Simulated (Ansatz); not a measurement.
# Y on Hf(0001): change of the work function, part 2 of 3

Wanted: Δφ(θ) for Y/Hf(0001), starting from the fcc site.

Ansatz 0.2.0; plane-wave DFT, PBE, Ansatz PAW.

So far, work function, upper face (eV): step 2 (the clean slab) 4.33.

### Step 3. The covered slab, k-mesh 4×4×1, coverage 0.111 ML

System of this step: Y/Hf(0001). The cell holds 37 atoms: 36 Hf and 1 Y. Cell: a = 9.600 Å, b = 9.600 Å, c = 28.824 Å, α = 90.0°, β = 90.0°, γ = 60.0°. Vacuum lies along c.

The clean slab as it ended is repeated in the plane and the adsorbate is set on one face; the cell's size fixes the coverage, and the k-mesh shrinks with it to keep the sampling density about even. Adsorbate and upper layers relax, since the dipole depends on the height.

input.yaml

```yaml
crystal:
  lattice:
    - [9.6, 0.0, 0.0]
    - [4.8, 8.3138438763, 0.0]
    - [0.0, 0.0, 28.8244348642]
  atoms:
    - { symbol: Hf, position: [0.2222222222, 0.2222222222, 0.3122350895] }
    - { symbol: Hf, position: [0.0, 0.0, 0.4000494738] }
    - { symbol: Hf, position: [0.2222222222, 0.2222222222, 0.491624836] }
    - { symbol: Hf, position: [0.0, 0.0, 0.5741731424] }
    - { symbol: Hf, position: [0.2222222222, 0.5555555556, 0.3122350895] }
    - { symbol: Hf, position: [0.0, 0.3333333333, 0.4000494738] }
    - { symbol: Hf, position: [0.2222222222, 0.5555555556, 0.491624836] }
    - { symbol: Hf, position: [0.0, 0.3333333333, 0.5741731424] }
    - { symbol: Hf, position: [0.2222222222, 0.8888888889, 0.3122350895] }
    - { symbol: Hf, position: [0.0, 0.6666666667, 0.4000494738] }
    - { symbol: Hf, position: [0.2222222222, 0.8888888889, 0.491624836] }
    - { symbol: Hf, position: [0.0, 0.6666666667, 0.5741731424] }
    - { symbol: Hf, position: [0.5555555556, 0.2222222222, 0.3122350895] }
    - { symbol: Hf, position: [0.3333333333, 0.0, 0.4000494738] }
    - { symbol: Hf, position: [0.5555555556, 0.2222222222, 0.491624836] }
    - { symbol: Hf, position: [0.3333333333, 0.0, 0.5741731424] }
    - { symbol: Hf, position: [0.5555555556, 0.5555555556, 0.3122350895] }
    - { symbol: Hf, position: [0.3333333333, 0.3333333333, 0.4000494738] }
    - { symbol: Hf, position: [0.5555555556, 0.5555555556, 0.491624836] }
    - { symbol: Hf, position: [0.3333333333, 0.3333333333, 0.5741731424] }
    - { symbol: Hf, position: [0.5555555556, 0.8888888889, 0.3122350895] }
    - { symbol: Hf, position: [0.3333333333, 0.6666666667, 0.4000494738] }
    - { symbol: Hf, position: [0.5555555556, 0.8888888889, 0.491624836] }
    - { symbol: Hf, position: [0.3333333333, 0.6666666667, 0.5741731424] }
    - { symbol: Hf, position: [0.8888888889, 0.2222222222, 0.3122350895] }
    - { symbol: Hf, position: [0.6666666667, 0.0, 0.4000494738] }
    - { symbol: Hf, position: [0.8888888889, 0.2222222222, 0.491624836] }
    - { symbol: Hf, position: [0.6666666667, 0.0, 0.5741731424] }
    - { symbol: Hf, position: [0.8888888889, 0.5555555556, 0.3122350895] }
    - { symbol: Hf, position: [0.6666666667, 0.3333333333, 0.4000494738] }
    - { symbol: Hf, position: [0.8888888889, 0.5555555556, 0.491624836] }
    - { symbol: Hf, position: [0.6666666667, 0.3333333333, 0.5741731424] }
    - { symbol: Hf, position: [0.8888888889, 0.8888888889, 0.3122350895] }
    - { symbol: Hf, position: [0.6666666667, 0.6666666667, 0.4000494738] }
    - { symbol: Hf, position: [0.8888888889, 0.8888888889, 0.491624836] }
    - { symbol: Hf, position: [0.6666666667, 0.6666666667, 0.5741731424] }
    - { symbol: "Y", position: [0.1111111111, 0.1111111111, 0.6877649105] }
kpoints:
  mp_grid: { grid: [4, 4, 1] }
hamiltonian:
  xc: pbe
scf:
  occupations: { method: fermi_dirac, width: 0.1 }
  convergence: { dr2_threshold: 1.0e-08 }
efield:
  axis: 3
  dipole_correction: true
  ramp_position: 0.97
  ramp_width: 0.06
relax:
  f_tol: 0.02
  max_steps: 60
  constraints:
    - { sites: [0, 1, 4, 5, 8, 9, 12, 13, 16, 17, 20, 21, 24, 25, 28, 29, 32, 33] }
output:
  write_potential: true
  write_density: true
  volumetric_format: npy
```

Launch:

```sh
> ansatz run input.yaml --threads 4 --pin off --max-ram 16384MiB --backend cpu --events-out ev --progress --plain --runs-dir out
```

Log:

```text
[...]
Crystal: 37 atoms, lattice volume = 2300.562 Å³
Basis set: ecut = 420 eV, 44827 PW (Γ), exchange–correlation on 144×144×400 points (8 copies of the dense FFT grid, shifted against one another)
Bands: 569, of which v1, the nominal top of the filled ones, is band 474 counted from 1 (473 counted from 0)
Symmetry: 6 space group operations
[...]
k-points: 4 of 16 (time reversal used)
[...]
SCF iter   1: F=—  HF=-569800.183967 eV  |F-HF|=—  |Δ(HF+E_count)|=         —  Δρ=6.37e-3  dr2=2.26e1  ethr=1.77e-3  p=0.402 e·Å  D=3.16e-2 V/Å  ΔV_dip=-0.91 eV  dr2_dipole=8.03e-1  V_vac-E_F(+/−)=3.51/4.42 eV  ⟨swp⟩=5.5  Hψ=7367  notcnv=0  defer=26
[...]
SCF iter  12: F=-569799.536858 eV  HF=-569799.536858 eV  |F-HF|=2.56e-9  |Δ(HF+E_count)|=   3.03e-9  Δρ=3.11e-7  dr2=8.87e-9  ethr=1.06e-12  p=0.623 e·Å  D=4.90e-2 V/Å  ΔV_dip=-1.41 eV  dr2_dipole=1.11e-9  V_vac-E_F(+/−)=2.96/4.37 eV  ⟨swp⟩=13.5  Hψ=22273  notcnv=0
SCF 1 converged in 12 iterations: F = -569799.536858 eV  dr2 = 8.87e-9
[...]
relax step   1: F+E_penalty+E_count = -569799.53685837 eV  Δ(F+E_penalty+E_count) = +0.000e0 eV  max|allowed force component| = 2.170e0 eV/Å  Δτ_max = 0.0000 Å  (12 SCF iters, accepted)
[...]
SCF iter  11: F=-569800.038489 eV  HF=-569800.038489 eV  |F-HF|=5.47e-9  |Δ(HF+E_count)|=   2.39e-8  Δρ=1.97e-7  dr2=1.40e-9  ethr=1.06e-12  p=0.627 e·Å  D=4.93e-2 V/Å  ΔV_dip=-1.42 eV  dr2_dipole=3.85e-10  V_vac-E_F(+/−)=2.95/4.37 eV  ⟨swp⟩=12.2  Hψ=20161  notcnv=0
SCF 2 converged in 11 iterations: F = -569800.038489 eV  dr2 = 1.40e-9
relax step   2: F+E_penalty+E_count = -569800.03848925 eV  Δ(F+E_penalty+E_count) = -5.016e-1 eV  max|allowed force component| = 2.025e0 eV/Å  Δτ_max = 0.1948 Å  (11 SCF iters, accepted)
SCF iter   1: F=—  HF=-569800.486975 eV  |F-HF|=—  |Δ(HF+E_count)|=         —  Δρ=2.38e-3  dr2=1.80e0  ethr=9.98e-4  p=0.627 e·Å  D=4.93e-2 V/Å  ΔV_dip=-1.42 eV  dr2_dipole=5.97e-1  V_vac-E_F(+/−)=2.96/4.38 eV  ⟨swp⟩=4.2  Hψ=3821  notcnv=0  defer=45
[...]
SCF iter  11: F=-569800.416581 eV  HF=-569800.416581 eV  |F-HF|=6.29e-9  |Δ(HF+E_count)|=   1.30e-8  Δρ=1.62e-7  dr2=8.78e-10  ethr=1.06e-12  p=0.600 e·Å  D=4.72e-2 V/Å  ΔV_dip=-1.36 eV  dr2_dipole=1.65e-10  V_vac-E_F(+/−)=3.01/4.37 eV  ⟨swp⟩=11.2  Hψ=16968  notcnv=0
SCF 3 converged in 11 iterations: F = -569800.416581 eV  dr2 = 8.78e-10
relax step   3: F+E_penalty+E_count = -569800.41658075 eV  Δ(F+E_penalty+E_count) = -3.781e-1 eV  max|allowed force component| = 1.467e0 eV/Å  Δτ_max = 0.1939 Å  (11 SCF iters, accepted)
[...]
relax step   4: F+E_penalty+E_count = -569800.64574219 eV  Δ(F+E_penalty+E_count) = -2.292e-1 eV  max|allowed force component| = 6.144e-1 eV/Å  Δτ_max = 0.1949 Å  (11 SCF iters, accepted)
[...]
relax step   5: F+E_penalty+E_count = -569800.74522593 eV  Δ(F+E_penalty+E_count) = -9.948e-2 eV  max|allowed force component| = 8.878e-2 eV/Å  Δτ_max = 0.1906 Å  (10 SCF iters, accepted)
[...]
relax step   6: F+E_penalty+E_count = -569800.75243882 eV  Δ(F+E_penalty+E_count) = -7.213e-3 eV  max|allowed force component| = 4.803e-2 eV/Å  Δτ_max = 0.0229 Å  (9 SCF iters, accepted)
SCF iter   1: F=—  HF=-569800.757022 eV  |F-HF|=—  |Δ(HF+E_count)|=         —  Δρ=3.41e-4  dr2=1.85e-2  ethr=1.79e-5  p=0.518 e·Å  D=4.07e-2 V/Å  ΔV_dip=-1.17 eV  dr2_dipole=5.52e-4  V_vac-E_F(+/−)=3.20/4.37 eV  ⟨swp⟩=2.0  Hψ=3110  notcnv=0  defer=65
[...]
SCF iter   8: F=-569800.753489 eV  HF=-569800.753489 eV  |F-HF|=1.87e-8  |Δ(HF+E_count)|=   8.71e-8  Δρ=3.86e-7  dr2=4.32e-9  ethr=1.06e-12  p=0.519 e·Å  D=4.09e-2 V/Å  ΔV_dip=-1.18 eV  dr2_dipole=1.52e-11  V_vac-E_F(+/−)=3.20/4.37 eV  ⟨swp⟩=11.8  Hψ=20481  notcnv=0
SCF 7 converged in 8 iterations: F = -569800.753489 eV  dr2 = 4.32e-9
relax step   7: F+E_penalty+E_count = -569800.75348884 eV  Δ(F+E_penalty+E_count) = -1.050e-3 eV  max|allowed force component| = 6.258e-3 eV/Å  Δτ_max = 0.0120 Å  (8 SCF iters, accepted)
NSCF: frozen V_eff on 4 k-points
[...]
SCF converged after 8 iterations
Free energy (F): -569800.753489 eV
[...]
Internal energy: -569799.037256 eV  (E = F + TS)
E sigma→0 (E₀):  -569799.895372 eV
Entropy (-TS):   -1.716233 eV (-46.385 meV/atom)
Fermi energy:    4.790269 eV
Dipole field:    D = 0.040852 V/Å  (p = 0.519381 e·Å, saw-weighted, corrected)
Work function:   Φ+ = 3.1953 eV   Φ− = 4.3728 eV
[...]
--- Forces (eV/Å), atoms counted from 1 ---
  atom   1  Hf    -0.01777782    -0.01026403     0.60635812
  atom   2  Hf    -0.03670207    -0.02118995    -0.70822974
  atom   3  Hf    -0.00541928    -0.00312882    -0.00272492
  atom   4  Hf     0.00058600     0.00033833     0.00051026
  atom   5  Hf    -0.01473717     0.00850851     0.67991830
  atom   6  Hf    -0.00000000     0.04237990    -0.70822974
  atom   7  Hf     0.00447436    -0.00258327     0.00078939
  atom   8  Hf     0.00000000    -0.00067665     0.00051026
  atom   9  Hf     0.00000000     0.02052806     0.60635812
  atom  10  Hf     0.06149617    -0.03550483    -0.58694785
  atom  11  Hf    -0.00000000     0.00625764    -0.00272492
  atom  12  Hf    -0.00275368     0.00158984     0.00165061
  atom  13  Hf     0.00000000    -0.01701701     0.67991830
  atom  14  Hf     0.03670207    -0.02118995    -0.70822974
  atom  15  Hf     0.00000000     0.00516654     0.00078939
  atom  16  Hf    -0.00058600     0.00033833     0.00051026
  atom  17  Hf     0.01473717     0.00850851     0.67991830
  atom  18  Hf     0.08137712     0.04698310    -0.62905478
  atom  19  Hf    -0.00447436    -0.00258327     0.00078939
  atom  20  Hf     0.00358827     0.00207169    -0.00060675
  atom  21  Hf    -0.00740527     0.00427544     0.64153426
  atom  22  Hf    -0.00000000    -0.09396621    -0.62905478
  atom  23  Hf     0.00143050    -0.00082590    -0.00400231
  atom  24  Hf     0.00000000    -0.00414338    -0.00060675
  atom  25  Hf     0.01777782    -0.01026403     0.60635812
  atom  26  Hf    -0.00000000     0.07100967    -0.58694785
  atom  27  Hf     0.00541928    -0.00312882    -0.00272492
  atom  28  Hf    -0.00000000    -0.00317967     0.00165061
  atom  29  Hf     0.00000000    -0.00855087     0.64153426
  atom  30  Hf    -0.08137712     0.04698310    -0.62905478
  atom  31  Hf     0.00000000     0.00165179    -0.00400231
  atom  32  Hf    -0.00358827     0.00207169    -0.00060675
  atom  33  Hf     0.00740527     0.00427544     0.64153426
  atom  34  Hf    -0.06149617    -0.03550483    -0.58694785
  atom  35  Hf    -0.00143050    -0.00082590    -0.00400231
  atom  36  Hf     0.00275368     0.00158984     0.00165061
  atom  37  Y      0.00000000    -0.00000000     0.00240639
  max |Σ_I F_I| component: 9.88e-6 eV/Å
--- Band table (eV) ---
  k-point 0: bands = [... 470 lower, 4.7778, 4.7778, 4.7851, 4.8142, 4.8142, 4.8346, 4.8367, 4.8367, ... 91 higher]
  k-point 1: bands = [... 470 lower, 4.6434, 4.7375, 4.7605, 4.7668, 4.8062, 4.8193, 4.8351, 4.9102, ... 91 higher]
  k-point 2: bands = [... 470 lower, 4.6614, 4.7473, 4.7487, 4.7784, 4.7886, 4.8251, 4.9922, 5.0394, ... 91 higher]
  k-point 3: bands = [... 470 lower, 4.6898, 4.7243, 4.7460, 4.8000, 4.8257, 4.8488, 4.9124, 5.0220, ... 91 higher]
--- Relaxed structure (7 steps of the walk, 7 accepted, 0 SCFs on fresh bases) ---
  F+E_penalty+E_count = -569800.75348884 eV   max|allowed force component| = 6.258e-3 eV/Å
  atoms:
    - { symbol: Hf, position: [0.222222, 0.222222, 0.3122350895] }
    - { symbol: Hf, position: [1.111110e-11, 1.111110e-11, 0.400049] }
    - { symbol: Hf, position: [0.223915, 0.223915, 0.489602] }
    - { symbol: Hf, position: [0.00236076, 0.00236076, 0.571482] }
    - { symbol: Hf, position: [0.222222, 0.555556, 0.3122350895] }
    - { symbol: Hf, position: [1.111111e-11, 0.333333, 0.400049] }
    - { symbol: Hf, position: [0.221891, 0.555721, 0.493762] }
    - { symbol: Hf, position: [0.00236076, 0.328612, 0.571482] }
    - { symbol: Hf, position: [0.222222, 0.888889, 0.3122350895] }
    - { symbol: Hf, position: [-2.222222e-11, 0.666667, 0.400049] }
    - { symbol: Hf, position: [0.223915, 0.885503, 0.489602] }
    - { symbol: Hf, position: [-0.00189789, 0.667616, 0.576507] }
    - { symbol: Hf, position: [0.555556, 0.222222, 0.3122350895] }
    - { symbol: Hf, position: [0.333333, 1.111110e-11, 0.400049] }
    - { symbol: Hf, position: [0.555721, 0.221891, 0.493762] }
    - { symbol: Hf, position: [0.328612, 0.00236076, 0.571482] }
    - { symbol: Hf, position: [0.555556, 0.555556, 0.3122350895] }
    - { symbol: Hf, position: [0.333333, 0.333333, 0.400049] }
    - { symbol: Hf, position: [0.555721, 0.555721, 0.493762] }
    - { symbol: Hf, position: [0.328607, 0.328607, 0.577308] }
    - { symbol: Hf, position: [0.555556, 0.888889, 0.3122350895] }
    - { symbol: Hf, position: [0.333333, 0.666667, 0.400049] }
    - { symbol: Hf, position: [0.559714, 0.886810, 0.491298] }
    - { symbol: Hf, position: [0.328607, 0.676119, 0.577308] }
    - { symbol: Hf, position: [0.888889, 0.222222, 0.3122350895] }
    - { symbol: Hf, position: [0.666667, -2.222223e-11, 0.400049] }
    - { symbol: Hf, position: [0.885503, 0.223915, 0.489602] }
    - { symbol: Hf, position: [0.667616, -0.00189789, 0.576507] }
    - { symbol: Hf, position: [0.888889, 0.555556, 0.3122350895] }
    - { symbol: Hf, position: [0.666667, 0.333333, 0.400049] }
    - { symbol: Hf, position: [0.886810, 0.559714, 0.491298] }
    - { symbol: Hf, position: [0.676119, 0.328607, 0.577308] }
    - { symbol: Hf, position: [0.888889, 0.888889, 0.3122350895] }
    - { symbol: Hf, position: [0.666667, 0.666667, 0.400049] }
    - { symbol: Hf, position: [0.886810, 0.886810, 0.491298] }
    - { symbol: Hf, position: [0.667616, 0.667616, 0.576507] }
    - { symbol: Y, position: [0.111111, 0.111111, 0.660203] }
```

Run time: 46 min. Hardware: 4 threads of Arm Neoverse V1, shared host; peak memory 7.7 GiB; 3 h of CPU time.

Step by step:

| step | energy less that of the first step (eV) | largest force component (eV/Å) |
| --- | --- | --- |
| 1 | 0.0000 | 2.1695 |
| 2 | -0.5016 | 2.0248 |
| 3 | -0.8797 | 1.4668 |
| 4 | -1.1089 | 0.6144 |
| 5 | -1.2084 | 0.0888 |
| 6 | -1.2156 | 0.0480 |
| 7 | -1.2166 | 0.0063 |

Forces are held to the 6 operations that the program found; a distortion that breaks them can't arise in this run.

The atoms that moved most (Å):

| atom | dx | dy | dz | length |
| --- | --- | --- | --- | --- |
| Y37 | 0.000 | 0.000 | -0.794 | 0.794 |
| Hf20 | -0.068 | -0.039 | 0.090 | 0.120 |
| Hf24 | 0.000 | 0.079 | 0.090 | 0.120 |
| Hf32 | 0.068 | -0.039 | 0.090 | 0.120 |
| Hf8 | 0.000 | -0.039 | -0.078 | 0.087 |
| Hf16 | -0.034 | 0.020 | -0.078 | 0.087 |
| Hf4 | 0.034 | 0.020 | -0.078 | 0.087 |
| Hf28 | 0.000 | -0.016 | 0.067 | 0.069 |

The relaxed structure:

```xyz
37
Lattice="9.6000 0.0000 0.0000 4.8000 8.3138 0.0000 0.0000 0.0000 28.8244" Properties=species:S:1:pos:R:3
Hf    3.2000    1.8475    9.0000
Hf    0.0000    0.0000   11.5312
Hf    3.2244    1.8616   14.1125
Hf    0.0340    0.0196   16.4726
Hf    4.8000    4.6188    9.0000
Hf    1.6000    2.7713   11.5312
Hf    4.7976    4.6202   14.2324
Hf    1.6000    2.7320   16.4726
Hf    6.4000    7.3901    9.0000
Hf    3.2000    5.5426   11.5312
Hf    6.4000    7.3619   14.1125
Hf    3.1863    5.5505   16.6175
Hf    6.4000    1.8475    9.0000
Hf    3.2000    0.0000   11.5312
Hf    6.4000    1.8448   14.2324
Hf    3.1660    0.0196   16.4726
Hf    8.0000    4.6188    9.0000
Hf    4.8000    2.7713   11.5312
Hf    8.0024    4.6202   14.2324
Hf    4.7319    2.7320   16.6406
Hf    9.6000    7.3901    9.0000
Hf    6.4000    5.5426   11.5312
Hf    9.6299    7.3728   14.1614
Hf    6.4000    5.6211   16.6406
Hf    9.6000    1.8475    9.0000
Hf    6.4000    0.0000   11.5312
Hf    9.5756    1.8616   14.1125
Hf    6.4000   -0.0158   16.6175
Hf   11.2000    4.6188    9.0000
Hf    8.0000    2.7713   11.5312
Hf   11.2000    4.6534   14.1614
Hf    8.0681    2.7320   16.6406
Hf   12.8000    7.3901    9.0000
Hf    9.6000    5.5426   11.5312
Hf   12.7701    7.3728   14.1614
Hf    9.6137    5.5505   16.6175
Y     1.6000    0.9238   19.0300
```

Read from the output:

```
energy at zero smearing        : -569799.8954 eV
work function, upper face      : 3.195 eV
work function, lower face      : 4.373 eV
dipole along the normal        : 0.5194 e·Å
step between the vacuum levels : -1.178 eV
```

Running mean over 2.5312 Å of the planar mean; the ramp of the sawtooth is left out. Electron's electrostatic potential energy less the Fermi level against z:

| z (Å) | electron's electrostatic potential energy less the Fermi level (eV) |
| --- | --- |
| 4 | 4.37 |
| 5 | 4.35 |
| 6 | 4.12 |
| 7 | 2.30 |
| 8 | -4.04 |
| 9 | -7.41 |
| 10 | -7.30 |
| 11 | -7.26 |
| 12 | -7.08 |
| 13 | -6.69 |
| 14 | -7.24 |
| 15 | -7.92 |
| 16 | -7.80 |
| 17 | -6.80 |
| 18 | -2.02 |
| 19 | 1.68 |
| 20 | 2.34 |
| 21 | 3.00 |
| 22 | 3.17 |
| 23 | 3.19 |
| 24 | 3.19 |
| 25 | 3.20 |

The relaxation took 7 steps and lowered the energy by 1.2 eV; the largest force on the free atoms ends at 0.0063 eV/Å.

The covered face has 3.20 eV, -1.14 eV against the clean one; the bare back face has moved by -0.01 eV, a measure of how thin the slab is.

[end of part 2 of 3]

[Long decimals in the printed logs are rounded to 6 places.]

[Logs are printed without paths, hosts, clocks, repeated set-up lines and the standing remarks that a program may print on its own settings, such as how far it seeks lower states.]

[Hosts, paths, dates, database ids (printed as entryN), source tags and the programs' standing remarks are cut or masked in the printed files.]

[Maps of the electrostatic potential energy from Ansatz leave out the sawtooth potential of an applied field or a dipole correction, so their vacuum need not be flat; planar profiles and work functions include it.]
